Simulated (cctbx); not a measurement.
**Accept or mend?**

Cell a = 14.7420 Å, b = 8.4960 Å, c = 6.2590 Å, α = 90.00°, β = 90.00°, γ = 90.00°; space group Cmcm (no. 63).

Simulated single-crystal data (cctbx): Mo Kα, λ = 0.71073 Å, to d = 0.7 Å, 95 % of the full sphere, strongest reflection 70000 counts, noise from counting, a 4 % proportional error and a noise floor of 2 counts (s.d.); no absorption.

An anisotropic refinement with weights 1/σ² prints:

```text
Rint 0.032, 669 unique reflections to 0.70 A
cycle     R1     wR2    GooF  max shift (A)
   1  0.0413  0.1462   6.479   0.00312
   2  0.0122  0.0399   1.767   0.00000
final R1 0.0122 wR2 0.0399 GooF 1.767  parameters 25  data/parameter 26.8
atom        x        y        z      Ueq    occ   su(xyz)  su(Uiso or U11)
Yb1    0.66609  0.00000  0.00000   0.0070  1.000  0.00001  0.0001
Tm1    0.62319  0.38388  0.75000   0.0051  1.000  0.00002  0.0001
Hf1    0.00000  0.24118  0.75000   0.0095  1.000  0.00003  0.0001
Fe1    0.80074  0.19859  0.75000   0.0114  1.000  0.00009  0.0003
Fe2    0.00000  0.60026  0.75000   0.0145  1.000  0.00013  0.0005
difference map: max 0.82 min -3.27 rms 0.26
Q1    0.1257  0.1009  0.2500    8    0.84  0.13 A from Tm1
Q2    0.1762  0.4739  0.0463   16    0.83  0.39 A from Yb1
Q3    0.0000  0.4813  0.2500    4    0.79  0.69 A from Fe2
Q4    0.0000  0.3428  0.6724    8    0.77  0.99 A from Hf1
Q5    0.0000  0.1977  0.6008    8    0.67  1.00 A from Hf1
Q6    0.2173  0.0665  0.2500    8    0.64  1.45 A from Tm1
```

**Question.** Can this result stand? If not, what is the likely fault?

Mend it. The fault: wrong element: Hf1 is Tm. Against the right model at the same level, R1 goes from 0.0083 to 0.0122 and GooF from 0.93 to 1.77 and a hole of -3.3 e/Å³ opens. Hf1 has 3 electrons too many and its U swells to shed them, as expected.

The compound is Yb2Tm3Fe3. The right model at the same level gives:

```text
Rint 0.032, 669 unique reflections to 0.70 A
cycle     R1     wR2    GooF  max shift (A)
   1  0.0331  0.1172   5.191   0.00304
   2  0.0083  0.0209   0.927   0.00000
final R1 0.0083 wR2 0.0209 GooF 0.927  parameters 25  data/parameter 26.8
atom        x        y        z      Ueq    occ   su(xyz)  su(Uiso or U11)
Yb1    0.66610  0.00000  0.00000   0.0074  1.000  0.00001  0.0001
Tm1    0.62320  0.38390  0.75000   0.0055  1.000  0.00001  0.0001
Tm2    0.00000  0.24118  0.75000   0.0076  1.000  0.00002  0.0001
Fe1    0.80078  0.19860  0.75000   0.0117  1.000  0.00005  0.0002
Fe2    0.00000  0.60025  0.75000   0.0149  1.000  0.00007  0.0003
difference map: max 0.67 min -0.80 rms 0.18
Q1    0.2182  0.0673  0.2500    8    0.70  1.46 A from Tm1
Q2    0.0000  0.3330  0.1725    8    0.61  0.75 A from Fe2
Q3    0.1636  0.9951  0.2500    8    0.61  1.19 A from Tm1
Q4    0.1679  0.0981  0.1346   16    0.60  0.99 A from Tm1
Q5    0.0000  0.3545  0.6517    8    0.60  1.14 A from Tm2
Q6    0.1749  0.2138  0.0901   16    0.58  1.51 A from Tm1
```

The model was made for the exercise: a known structure type with other elements put in, its volume estimated, not relaxed; displacement parameters are assumed.

[Middle refinement cycles are left out of these outputs.]

[Logs are printed without paths, hosts, clocks, repeated set-up lines and the standing remarks that a program may print on its own settings, such as how far it seeks lower states.]
